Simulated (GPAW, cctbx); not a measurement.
# RbZnBiWO6: what bonding does to one electron reflection, worked out

RbZnBiWO6, F-43m (no. 216), a = 8.4281 Å, b = 8.4281 Å, c = 8.4281 Å, α = 90.00°, β = 90.00°, γ = 90.00°.

| atom | mult. | x | y | z |
| --- | --- | --- | --- | --- |
| Bi1 | 4 | 0 | 0 | 0 |
| W1 | 4 | 1/2 | 0 | 0 |
| Rb1 | 4 | 1/4 | 1/4 | 3/4 |
| Zn1 | 4 | 1/4 | 3/4 | 3/4 |
| O1 | 24 | 1/2 | 0.2290 | 0 |

The cell comes from substitution in a known structure type and wasn't matched to any measured phase.

A DFT run (GPAW, PBE, 550 eV, 4×4×4 k-points, Fermi–Dirac width 0.05 eV) gives the static X-ray structure factor of 020 as 398.696 e for the conventional cell; superposed free atoms give 397.261 e. **Problem.** Find the Fourier component V of the crystal potential and the two-beam extinction distance at 80 kV in both cases.

## Step 1: Geometry

The cell volume is Ω = 598.67 Å³ and d(020) = 4.2141 Å, so g = 1/d = 0.2373 Å⁻¹.

## Step 2: The nuclei

Electrons feel nuclei as well as electrons, so the nuclear charges are summed with the same phases.

Phase sums Σ exp(2πi h·x), turned so that the total is real and positive: Bi +4.000, W +4.000, Rb -4.000, Zn -4.000, O +8.278. Then F_Z = 83 × (+4.000) + 74 × (+4.000) + 37 × (-4.000) + 30 × (-4.000) + 8 × (+8.278) = 426.22 e. The electron term has the same sign for this reflection.

## Step 3: Mott–Bethe

Poisson's equation, term by term, gives V = (e/4πε₀)(F_Z − F)/(πΩg²), with e/4πε₀ = 14.3996 V Å.

The prefactor is 14.3996 × 4.2141²/(π × 598.67) = 0.13596 V per electron. Free atoms: (426.22 − 397.261) × 0.13596 = 3.938 V. Crystal: (426.22 − 398.696) × 0.13596 = 3.743 V. F changes by +0.36 % and V by -5.0 %: the same 1.44 e is measured against F_Z − F = 29.0 e in place of F = 397.3 e.

## Step 4: Extinction distance

In the two-beam case ξ = 1/(λU) with U = 2γm₀eV/h², that is ξ = 150.41 V Å²/(γλV).

At 80 kV, λ = 0.04176 Å and γ = 1.1566. Free atoms: ξ = 791 Å. Crystal: ξ = 832 Å. The thickness fringes go as sin²(πt/ξ), so the two patterns slip by a quarter of a period when t|1/ξ₁ − 1/ξ₀| = 1/4, at t ≈ 399 nm. Thermal motion, absorption and many-beam coupling, left out here, change a real pattern.

## Step 5: Answer

V(020) is 3.74 V against 3.94 V, and ξ is 832 against 791 Å. Limits: static atoms, two beams.
